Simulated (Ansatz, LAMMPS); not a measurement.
# What went wrong? aqueous Ca2+ and HSO4-, 2.3 mol of salt per kg of water at 360 K (85 atoms)

Program: Ansatz 0.2.0. The cell: 32 O, 2 S, 50 H and 1 Ca.

The input, input.yaml:

```yaml
crystal:
  lattice:
    - [9.34568, 0.0, 0.0]
    - [0.0, 9.34568, 0.0]
    - [0.0, 0.0, 9.34568]
  atoms:
    - { symbol: O, position: [0.13841, 0.20207, 0.55672] }
    - { symbol: S, position: [0.00978, 0.09348, 0.56154] }
    - { symbol: O, position: [0.03415, 0.01427, 0.43002] }
    - { symbol: O, position: [0.88442, 0.18808, 0.55883] }
    - { symbol: O, position: [0.03154, 0.01903, 0.70054] }
    - { symbol: H, position: [0.13342, 0.2543, 0.64976] }
    - { symbol: O, position: [0.62326, 0.15551, 0.64497] }
    - { symbol: S, position: [0.56616, 0.20023, 0.79822] }
    - { symbol: O, position: [0.41566, 0.2175, 0.78296] }
    - { symbol: O, position: [0.65289, 0.32556, 0.83388] }
    - { symbol: O, position: [0.59636, 0.07339, 0.8794] }
    - { symbol: H, position: [0.725, 0.15687, 0.64773] }
    - { symbol: O, position: [0.27524, 0.97305, 0.83631] }
    - { symbol: H, position: [0.1878, 0.96762, 0.77487] }
    - { symbol: H, position: [0.32725, 0.0644, 0.81634] }
    - { symbol: O, position: [0.57632, 0.5734, 0.35395] }
    - { symbol: H, position: [0.58364, 0.47997, 0.30232] }
    - { symbol: H, position: [0.48549, 0.5759, 0.41046] }
    [... 61 atom lines left out ...]
    - { symbol: H, position: [0.28824, 0.20097, 0.46479] }
    - { symbol: H, position: [0.46093, 0.18234, 0.48382] }
    - { symbol: O, position: [0.81264, 0.31739, 0.33622] }
    - { symbol: H, position: [0.85231, 0.264, 0.42004] }
    - { symbol: H, position: [0.82095, 0.42262, 0.35378] }
    - { symbol: Ca, position: [0.72591, 0.8968, 0.01481] }
kpoints:
  mp_grid: { grid: [0, 1, 1] }
hamiltonian:
  xc: pbe
  dispersion: d4
scf:
  occupations: { method: fixed }
  max_iter: 75
output:
  forces: true
```

Command:

```
$ ansatz run input.yaml --threads 4 --pin off --max-ram 8192MiB --backend cpu --events-out ev --progress --plain --runs-dir out
```

The program printed:

```text
Error: invalid value for `kpoints.mp_grid.grid`: each dimension must be in 1..=255
```

Elapsed: 0.08 s, on 4 threads of Arm Neoverse N1, shared host; peak memory 0.076 GiB.

**Question.** What is wrong with this input, and how is it mended?

A zero in the k-mesh: kpoints.mp_grid.grid = [0, 1, 1].

The fix is to set kpoints.mp_grid.grid back to [1, 1, 1].

The program refused it before any cycle.

[Logs are printed without paths, hosts, clocks, repeated set-up lines and the standing remarks that a program may print on its own settings, such as how far it seeks lower states.]

[Hosts, paths, dates, database ids (printed as entryN), source tags and the programs' standing remarks are cut or masked in the printed files.]
